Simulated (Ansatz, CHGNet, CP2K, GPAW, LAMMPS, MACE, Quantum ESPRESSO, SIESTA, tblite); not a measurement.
# Which run comes nearest? Liquid (Rb,Cs)Cl at 1000 K (84 atoms)

Density of this cell: 2.58 g/cm³. The cell holds 84 atoms: 25 Rb, 17 Cs and 42 Cl. Its edges and angles: a = 15.586 Å, b = 15.586 Å, c = 15.586 Å, α = 90.0°, β = 90.0°, γ = 90.0°. 84 atoms (25 Rb, 17 Cs, 42 Cl) placed at random at 2.58 g/cm³, melted at 1800 K for 10 ps at fixed volume with the Lennard-Jones and Coulomb ion parameters for SPC/E (Joung and Cheatham, J. Phys. Chem. B 112, 9020 (2008)), full charges. Snapshot at the end of a hold of 20 ps at 1000 K and fixed volume.

Geometry: as built.

The reference, a calculation:

| Property | Result |
| --- | --- |
| method | Kohn-Sham DFT, PBE, PAW, plane waves (Ansatz 0.2.0); cutoff 420 eV, Γ point, fermi-dirac smearing of 0.05 eV; PAW set soft_2 |
| r.m.s. force component | 0.3246 eV/Å |
| longest force | 1.643 eV/Å |
| pressure | 0.777 GPa |
| gap (highest filled to lowest empty level) | 3.753 eV |
| SCF cycles | 7 |
| time | 23 s on 8 threads of Arm Neoverse V2, shared host |
| CPU time | 3 min |

Runs, in no order:
A. QE PBE, sssp-1.3.0-efficiency, 45/360 Ry: Kohn-Sham DFT, PBE, SSSP efficiency 1.3.0 pseudopotentials, plane waves
B. GPAW LDA, LCAO dzp, h 0.2 Å: Kohn-Sham DFT, LDA, PAW, atomic orbitals (dzp)
C. MACE MP-0b3 medium potential: machine-learned interatomic potential MACE MP-0b3 medium, trained on PBE(+U) plane-wave data
D. GPAW PBE, LCAO dzp, h 0.28 Å: Kohn-Sham DFT, PBE, PAW, atomic orbitals (dzp)

Q: Order them from the smallest to the largest r.m.s. force difference.

A, C, B, D.

```csv
run,"Δ force, r.m.s. (meV/Å)",share of r.m.s. force (%),CPU time
"A. QE PBE, sssp-1.3.0-efficiency, 45/360 Ry",4.79,1.48,26 min
C. MACE MP-0b3 medium potential,37.5,11.6,6.4 s
"B. GPAW LDA, LCAO dzp, h 0.2 Å",69.6,21.4,9.7 min
"D. GPAW PBE, LCAO dzp, h 0.28 Å",126,38.7,4.4 min
```

The network of bonds at the start is that of the classical potential that made the cell, and needn't be the one that DFT or experiment would give. The electronic-structure runs sample only Γ, in a cell whose shortest periodic width is 16 Å.

[Logs are printed without paths, hosts, clocks, repeated set-up lines and the standing remarks that a program may print on its own settings, such as how far it seeks lower states.]

[Hosts, paths, dates, database ids (printed as entryN), source tags and the programs' standing remarks are cut or masked in the printed files.]
